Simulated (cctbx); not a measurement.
**Symmetry from intensities**

Cell: a = 4.7820 Å, b = 4.7820 Å, c = 11.0160 Å, α = 90.00°, β = 90.00°, γ = 90.00°. Expected content of the cell: Pb4 Nd2 Pd4.

Simulated single-crystal data (cctbx): Cu Kα, λ = 1.54184 Å, to d = 0.83 Å, 70 % of the full sphere, strongest reflection 70000 counts, noise from counting, a 1.5 % proportional error and a noise floor of 2 counts (s.d.); no absorption.

A first pass over the reflections prints:

```text
1287 reflections to d = 0.834 A
centring   violations  <I/sigma> of those
    A        336 of   662     24.6
    B        326 of   646     24.6
    C        316 of   664     20.8
    I          0 of   649      0.0
    R        418 of   854     21.1
    F        489 of   986     23.3
Laue class    unique    Rint  (classes that these axes allow; Friedel mates merged)
I 1 2/m 1         256   0.011
I 1 1 2/m         239   0.012
I 2/m 1 1         253   0.012
I m m m           151   0.012
I 4/m             124   0.013
I 4/m m m          89   0.013
space group    extra absences  I>4sigma  <I/sigma>
I 4 2 2                 0          0         -  acentric
I 4 m m                 0          0         -  acentric
I -4 m 2                0          0         -  acentric
I -4 2 m                0          0         -  acentric
I 4/m m m               0          0         -  centric
Wilson B = 0.23 A^2   <|E^2-1|> = 0.687 (0.968 centric, 0.736 acentric)   E^2>4: 1.1 %
shell (A)         n   <I/sigma>
 5.51 - 1.59     17     87.3
 1.59 - 1.26     14    109.8
 1.26 - 1.10     12    112.8
 1.10 - 1.00     11    101.2
 1.00 - 0.93     10     74.8
 0.93 - 0.88     13    115.1
 0.88 - 0.83     12    115.3
```

**Question.** What are the lattice type, the Laue class and the likely space group?

The reflections that I centring forbids are absent (⟨I/σ⟩ near 0), so the lattice is I.

Rint stays low (0.011 to 0.013) up to I 4/m m m, the highest class in these axes.

5 settings pass the absence test. No glide or screw absences show, which leaves I 4 2 2, I 4 m m, I -4 m 2, I -4 2 m and I 4/m m m.

⟨|E²−1|⟩ = 0.687 leans to a non-centrosymmetric structure. Here that hint misleads: the statistic assumes many like atoms on general positions, and few, heavy or special-position atoms break it. The Wilson B of 0.23 Å² means U ≈ 0.0029 Å².

The true group is I4/mmm (no. 139), Laue class 4/mmm, centrosymmetric. The tables only narrow the choice to the tied entries; cell content, site symmetry and trial solutions must settle it.

The model is made up (kin elements in a known structure type, no relaxation), so it says nothing on whether the phase exists.

[Logs are printed without paths, hosts, clocks, repeated set-up lines and the standing remarks that a program may print on its own settings, such as how far it seeks lower states.]
